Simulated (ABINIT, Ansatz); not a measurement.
Computed results, one entry a study.

```json
{"subject": "K2H4Pt (I4/mmm): G0W0 with ABINIT, start to end", "lattice_ang": [[-2.8746, 2.8746, 3.8612], [2.8746, -2.8746, 3.8612], [2.8746, 2.8746, -3.8612]], "atoms": [["K", 0.25, 0.75, 0.5], ["K", 0.75, 0.25, 0.5], ["H", 0.2028, 0.7972, 0.0], ["H", 0.2028, 0.2028, 0.4056], ["H", 0.7972, 0.2028, 0.0], ["H", 0.7972, 0.7972, 0.5944], ["Pt", 0.0, 0.0, 0.0]], "method": "RPA screening on PBEsol, plane waves, norm-conserving pseudopotentials (and 2 further levels or steps)", "program": "ABINIT 10.8.3", "settings": "cutoff 38 Ha, PseudoDojo scalar-relativistic 0.4.1 standard, norm-conserving, ngkpt (2, 2, 2), nband 82, ecuteps 3.6 Ha, inclvkb 2, shiftk (0, 0, 0), symchi 1, awtr 1, frequency ppm, 2×2×2 k-mesh", "cost": "5 runs, 5.6 min in all on 4 MPI ranks of Intel Xeon Platinum 8488C (Sapphire Rapids), shared host", "notes": "The cell and positions are those that the Materials Project relaxed with its own functionals (PBE, PBE+U or r2SCAN), kept fixed. Limits: no spin polarisation; d states lean on the start; no spin-orbit coupling. Local fields lower the RPA ε∞ on this mesh from 3.64 to 2.81; a Γ-centred mesh this coarse tends to raise both, most where the direct gap is narrow, while a short band sum lowers them. The 2×2×2 mesh is coarse for this cell, which bears on the long-range parts of exchange and screening. The runs have no spin polarisation. For a closed low-spin shell that is the natural state; where a d or f shell is open it is a constraint, and the gap is then not the crystal’s own.", "results": {"pbesol_gap": "2.58 eV, indirect (only 40 meV under the direct gap)", "g0w0_gap_on_the_mesh": "4.15 eV", "g0w0_gap_over_the_zone_rigid_shift": "4.13 eV", "gw_settings": "2×2×2 mesh, 82 bands, screening to 98 eV, Godby-Needs plasmon pole", "known_limits": "short of the basis limit; no spin polarisation; d states lean on the start; no spin-orbit coupling; coarse k mesh"}}
```

[Long decimals in the printed logs are rounded to 6 places.]

[Logs are printed without paths, hosts, clocks, repeated set-up lines and the standing remarks that a program may print on its own settings, such as how far it seeks lower states.]

[Paths, hosts, dates, memory and timing lines, banners, echoed tables and standing remarks are left out of the program output; an Ansatz launch command may be rebuilt from the run's recorded settings. Measured values are a selection of at most five: reports struck by readers or far from the other reports are left out. None is set beside runs whose start may be inverted or whose files or cutoffs have a known fault.]

[Runs of the session that timed out or met a known fault of the program may be left out.]

[Hosts, paths, dates, database ids (printed as entryN), source tags and the programs' standing remarks are cut or masked in the printed files.]

[G0W0 gaps are taken among the corrected bands and points alone; a level outside them can change the order at an edge.]

[Where Ansatz stands beside ABINIT at settings called matched, ABINIT's density can come from a denser mesh and the files from another edition; pairs whose starting gaps differed by over 0.03 eV were left out, so agreement reads better than it is.]
